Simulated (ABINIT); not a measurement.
# A GW chain in ABINIT: SnO2 (Cassiterite)

Wanted: ground state, empty states, screening and self-energy for SnO2 (Cassiterite).

Method: PBE and many-body steps on it, plane waves, in ABINIT 10.8.3.

**What was measured.**

- Gap 3.6 eV: experimental gap quoted from earlier work; bulk crystal (quoted in “Study on the Photocatalytic Properties of Flower-Shaped SnO2”, 2022, pmc:9565917).

Report form: the programs' logs are mostly left out.

## 1. The structure

It takes space group P4_2/mnm (No. 136, tetragonal). The conventional cell has a = 4.738 Å, b = 4.738 Å, c = 3.187 Å, α = 90.00°, β = 90.00°, γ = 90.00°. Nearest to Sn lie 6 O at 2.05 to 2.06 Å. Nearest to O lie 3 Sn at 2.05 to 2.06 Å. Farther neighbours and most contacts between anions are not listed.

The cell and positions come from the Crystallography Open Database and are kept as given unless a step says otherwise.

## 2. Ground state

This step: ABINIT 10.8.3; DFT, PBE with spin-orbit coupling, plane waves, norm-conserving pseudopotentials.

The ground-state density comes first.

Input file run.abi:

```
acell 3*1.0 Angstrom
rprim 
  4.738000000000 0.000000000000 0.000000000000
  0.000000000000 4.738000000000 0.000000000000
  0.000000000000 0.000000000000 3.186500000000
ntypat 2
znucl 50 8
natom 6
typat 1 1 2 2 2 2
xred 
  0.000000000000 0.000000000000 0.000000000000
  0.500000000000 0.500000000000 0.500000000000
  0.307100000000 0.307100000000 0.000000000000
  0.192900000000 0.807100000000 0.500000000000
  0.692900000000 0.692900000000 0.000000000000
  0.807100000000 0.192900000000 0.500000000000
pp_dirpath "pseudos"
pseudos "Sn.upf, O.upf"
ecut 42
nspinor 2
ngkpt 4 4 6
nshiftk 1
shiftk 0 0 0
kptopt 1
chksymbreak 0
nband 82
occopt 1
tolvrs 1e-10
nstep 60
prtwf 0
optforces 0
optstress 0
indata_prefix "in"
outdata_prefix "out"
tmpdata_prefix "tmp"
```

Launch:

```
OMP_NUM_THREADS=1 mpirun -n 8 abinit run.abi > log
```

Elapsed: 3.2 min, on 8 MPI ranks of Arm Neoverse V2, shared host; peak memory 1.1 GiB.

This step gave:

```
total energy               : -13859.4561 eV
gap                        : 1.293 eV
k of the valence top       : 0, 0, 0
k of the conduction bottom : 0, 0, 0
least direct gap           : 1.293 eV
```

The gap is direct, at Γ.

## 3. Bands along the symmetry lines

The cheap functional maps the bands first; the places of the edges decide which points the dearer methods must see.

Input file run.abi:

```
acell 3*1.0 Angstrom
rprim 
  4.738000000000 0.000000000000 0.000000000000
  0.000000000000 4.738000000000 0.000000000000
  0.000000000000 0.000000000000 3.186500000000
ntypat 2
znucl 50 8
natom 6
typat 1 1 2 2 2 2
xred 
  0.000000000000 0.000000000000 0.000000000000
  0.500000000000 0.500000000000 0.500000000000
  0.307100000000 0.307100000000 0.000000000000
  0.192900000000 0.807100000000 0.500000000000
  0.692900000000 0.692900000000 0.000000000000
  0.807100000000 0.192900000000 0.500000000000
pp_dirpath "pseudos"
pseudos "Sn.upf, O.upf"
ecut 42
nspinor 2
iscf -2
irdden 1
kptopt 0
nkpt 39
kpt 
  0.00000000 0.00000000 0.00000000
  0.00000000 0.12500000 0.00000000
  0.00000000 0.25000000 0.00000000
  0.00000000 0.37500000 0.00000000
  0.00000000 0.50000000 0.00000000
  0.12500000 0.50000000 0.00000000
  0.25000000 0.50000000 0.00000000
  0.37500000 0.50000000 0.00000000
  0.50000000 0.50000000 0.00000000
  0.37500000 0.37500000 0.00000000
  0.25000000 0.25000000 0.00000000
  0.12500000 0.12500000 0.00000000
  0.00000000 0.00000000 0.00000000
  0.00000000 0.00000000 0.12500000
  0.00000000 0.00000000 0.25000000
  0.00000000 0.00000000 0.37500000
  0.00000000 0.00000000 0.50000000
  0.00000000 0.12500000 0.50000000
  0.00000000 0.25000000 0.50000000
  0.00000000 0.37500000 0.50000000
  0.00000000 0.50000000 0.50000000
  0.12500000 0.50000000 0.50000000
  0.25000000 0.50000000 0.50000000
  0.37500000 0.50000000 0.50000000
  0.50000000 0.50000000 0.50000000
  0.37500000 0.37500000 0.50000000
  0.25000000 0.25000000 0.50000000
  0.12500000 0.12500000 0.50000000
  0.00000000 0.00000000 0.50000000
  0.00000000 0.50000000 0.00000000
  0.00000000 0.50000000 0.12500000
  0.00000000 0.50000000 0.25000000
  0.00000000 0.50000000 0.37500000
  0.00000000 0.50000000 0.50000000
  0.50000000 0.50000000 0.00000000
  0.50000000 0.50000000 0.12500000
  0.50000000 0.50000000 0.25000000
  0.50000000 0.50000000 0.37500000
  0.50000000 0.50000000 0.50000000
istwfk *1
nband 84
nbdbuf 6
tolwfr 1e-08
nstep 40
prtwf 0
prtvol 0
indata_prefix "in"
outdata_prefix "out"
tmpdata_prefix "tmp"
```

Elapsed: 2.7 min, on 8 MPI ranks; peak memory 1.3 GiB; 21 min of CPU time.

This step gave:

```yaml
gap: 1.293 eV
k_of_the_valence_top: 0, 0, 0
k_of_the_conduction_bottom: 0, 0, 0
least_direct_gap: 1.293 eV
```

The gap is 1.293 eV, as in the run before at this level.

Electronic bands along the path, in eV, zero at the top of the highest filled band:

```tsv
point	band 65	band 66	band 67	band 68	band 69	band 70	band 71	band 72
Γ	-0.75	-0.75	0.00	0.00	1.29	1.29	6.15	6.15
halfway	-0.73	-0.73	-0.28	-0.28	2.58	2.58	5.69	5.69
X	-0.63	-0.63	-0.63	-0.63	4.44	4.44	4.44	4.44
halfway	-0.77	-0.77	-0.77	-0.77	4.64	4.64	4.64	4.64
M	-0.90	-0.90	-0.90	-0.90	4.84	4.84	4.84	4.84
halfway	-0.82	-0.82	-0.48	-0.48	3.35	3.35	5.43	5.43
Γ	-0.75	-0.75	0.00	0.00	1.29	1.29	6.15	6.15
halfway	-0.83	-0.83	-0.49	-0.49	3.85	3.85	6.94	6.94
Z	-1.25	-1.25	-1.25	-1.25	6.23	6.23	6.23	6.23
halfway	-1.12	-1.12	-1.12	-1.12	6.32	6.32	6.34	6.34
R	-0.72	-0.72	-0.70	-0.70	6.49	6.49	6.50	6.50
halfway	-0.97	-0.97	-0.96	-0.96	5.51	5.51	5.56	5.56
A	-0.83	-0.83	-0.83	-0.83	4.93	4.93	4.93	4.93
halfway	-1.04	-1.04	-1.00	-1.00	5.70	5.70	6.24	6.24
Z	-1.25	-1.25	-1.25	-1.25	6.23	6.23	6.23	6.23
jump to X	-0.63	-0.63	-0.63	-0.63	4.44	4.44	4.44	4.44
halfway	-0.83	-0.83	-0.82	-0.82	5.58	5.58	5.59	5.59
R	-0.72	-0.72	-0.70	-0.70	6.49	6.49	6.50	6.50
jump to M	-0.90	-0.90	-0.90	-0.90	4.84	4.84	4.84	4.84
halfway	-0.86	-0.86	-0.86	-0.86	5.17	5.17	5.17	5.17
A	-0.83	-0.83	-0.83	-0.83	4.93	4.93	4.93	4.93
```

## 4. Empty states on the mesh, 2×2×4 mesh, 136 bands

The sums over transitions need many empty states on a uniform mesh; this step solves for them.

Input file run.abi:

```
acell 3*1.0 Angstrom
rprim 
  4.738000000000 0.000000000000 0.000000000000
  0.000000000000 4.738000000000 0.000000000000
  0.000000000000 0.000000000000 3.186500000000
ntypat 2
znucl 50 8
natom 6
typat 1 1 2 2 2 2
xred 
  0.000000000000 0.000000000000 0.000000000000
  0.500000000000 0.500000000000 0.500000000000
  0.307100000000 0.307100000000 0.000000000000
  0.192900000000 0.807100000000 0.500000000000
  0.692900000000 0.692900000000 0.000000000000
  0.807100000000 0.192900000000 0.500000000000
pp_dirpath "pseudos"
pseudos "Sn.upf, O.upf"
ecut 42
nspinor 2
ngkpt 2 2 4
nshiftk 1
shiftk 0 0 0
kptopt 1
chksymbreak 0
iscf -2
irdden 1
istwfk *1
nband 136
nbdbuf 12
tolwfr 1e-09
nstep 60
prtvol 0
indata_prefix "in"
outdata_prefix "out"
tmpdata_prefix "tmp"
```

Wall time 1.7 min (8 MPI ranks); peak memory 0.87 GiB.

This step gave:

| Property | Result |
| --- | --- |
| gap | 1.293 eV |
| k of the valence top | 0, 0, 0 |
| k of the conduction bottom | 0, 0, 0 |
| least direct gap | 1.293 eV |
| k points computed | 9 |
| lowest point of the top converged band, above the valence top | 27.02 eV |

On this mesh the gap is 1.293 eV.

## 5. Screening, 2×2×4 mesh, 124 bands, screening to 81.6 eV

The RPA dielectric matrix is built and inverted for each q.

This step: RPA screening on PBE with spin-orbit coupling, plane waves, norm-conserving pseudopotentials.

Changes to run.abi since step 4:

```diff
@@ -25,10 +25,11 @@
 chksymbreak 0
-iscf -2
-irdden 1
 istwfk *1
-nband 136
-nbdbuf 12
-tolwfr 1e-09
-nstep 60
-prtvol 0
+occopt 1
+irdwfk 1
+optdriver 3
+nband 124
+ecuteps 3
+inclvkb 0
+awtr 1
+symchi 1
 indata_prefix "in"
```

It took 51 s on 8 MPI ranks; peak memory 6.6 GiB.

This step gave:

| Property | Result |
| --- | --- |
| ε∞ with local fields, on this mesh, along the program's q direction | 7.417 |
| the same without local fields | 7.620 |
| plasma frequency | 36.20 eV |
| plane waves in the screening matrix | 113 |

Local fields lower ε∞ by 3 %. On a Γ-centred mesh this coarse the value itself is usually too large, while a short band sum pulls it down.

## 6. Self-energy, 2×2×4 mesh, 124 bands, screening to 81.6 eV

The self-energy is evaluated for the states that the input lists, and the levels follow from it, in one-shot runs by the linearised quasiparticle equation.

This step: G0W0 on PBE with spin-orbit coupling, plane waves, norm-conserving pseudopotentials.

Changes to run.abi since step 5:

```diff
@@ -28,8 +28,15 @@
 irdwfk 1
-optdriver 3
+optdriver 4
 nband 124
+gwcalctyp 0
+ecutsigx 42
+symsigma 0
+nkptgw 1
+kptgw 
+  0.0000000000 0.0000000000 0.0000000000
+bdgw 
+  65 72
 ecuteps 3
-inclvkb 0
-awtr 1
-symchi 1
+irdscr 1
+ppmodel 1
 indata_prefix "in"
```

It took 10 s on 8 MPI ranks; peak memory 3.4 GiB; 82 s of CPU time.

This step gave:

```yaml
g0w0_gap_on_the_points_computed: 2.718 eV
starting_gap_on_the_mesh: 1.293 eV
k_of_the_valence_top: 0, 0, 0
k_of_the_conduction_bottom: 0, 0, 0
z_at_the_valence_top: 0.782
z_at_the_conduction_bottom: 0.843
least_direct_g0w0_gap_on_the_computed_points: 2.718 eV
```

The gap on the mesh goes from 1.29 eV to 2.72 eV, a correction of +1.42 eV.

Limits: finite bands, cutoff and mesh; screening head approximate; coarse k mesh. v1 is the top filled band, c1 the lowest empty one. The levels before and after the correction (eV, zero at the valence-band top of each column):

```tsv
	conduction bottom	valence top
Kohn-Sham	1.29	0.00
G0W0	2.72	0.00
```

```tsv
	level	energy (eV)
Kohn-Sham	Γ v4-v3	-0.751
Kohn-Sham	Γ v2-v1	0.000
Kohn-Sham	Γ c1-c2	1.293
Kohn-Sham	Γ c3-c4	6.152
G0W0	Γ v4-v3	-0.721
G0W0	Γ v2-v1	0.000
G0W0	Γ c1-c2	2.718
G0W0	Γ c3-c4	8.219
```

## 7. Where the time went

Times are wall times on 8 MPI ranks of Arm Neoverse V2, shared host, good to a factor of about two.

```tsv
step	time	share	memory (GiB)
ground state	3.2 min	37 %	1.1
bands along the symmetry lines	2.7 min	31 %	1.3
empty states on the mesh	1.7 min	20 %	0.87
screening	51 s	10 %	6.6
self-energy	10 s	2 %	3.4
```

## 8. What came out

```json
{
 "PBE gap": "1.29 eV, direct",
 "G0W0 gap on the mesh": "2.72 eV",
 "GW settings": "2×2×4 mesh, 124 bands, screening to 81.6 eV, Godby-Needs plasmon pole",
 "known limits": "not at the basis limit; screening head approximate; coarse k mesh"
}
```

In words: G0W0 moves the gap on the mesh from 1.29 eV to 2.72 eV (+1.42 eV), with Z of 0.78 and 0.84 at the edges. Local fields lower the RPA ε∞ on this mesh from 7.62 to 7.42; a Γ-centred mesh this coarse tends to raise both, most where the direct gap is narrow, while a short band sum lowers them. Only 1 of the mesh's irreducible points was corrected, so a valley elsewhere could overtake. Against experiment, by G0W0@PBE: the gap of 2.72 eV lies −0.88 eV from the measured 3.6 eV (kind not stated, quoted 2022). The calculation has static nuclei and no excitons; a measured gap holds zero-point and thermal motion, which mostly lowers it. Against the values above the computed gap that would widen the miss. A likelier cause is too strong a screening: the start's gap is only 1.29 eV, the mesh is coarse, and one shot does not repair that. Bands and cutoff are finite, so the gap is not at the basis limit. The miss can reach some tenths of an eV and take either sign; the mesh is an error of its own. In the G0W0 run levels were corrected at 1 k point alone, so a gap called «on the mesh» is the least over those, and an edge elsewhere would be missed. The 2×2×4 mesh is coarse for this cell, which bears on the long-range parts of exchange and screening. The long-wavelength limit of the screening leaves out the non-local commutator, which shifts ε∞.

[Paths, hosts, dates, memory and timing lines, banners, echoed tables and standing remarks are left out of the program output.]

[Logs are printed without paths, hosts, clocks, repeated set-up lines and the standing remarks that a program may print on its own settings, such as how far it seeks lower states.]

[Runs of the session that timed out or met a known fault of the program may be left out.]

[No measured gap is set beside runs whose start may be inverted or whose files or cutoffs have a known fault.]

[Hosts, paths, dates, database ids (printed as entryN), source tags and the programs' standing remarks are cut or masked in the printed files.]

[G0W0 gaps are taken among the corrected bands and points alone; a level outside them can change the order at an edge.]

[Where Ansatz stands beside ABINIT at settings called matched, ABINIT's density can come from a denser mesh and the files from another edition; pairs whose starting gaps differed by over 0.03 eV were left out, so agreement reads better than it is.]
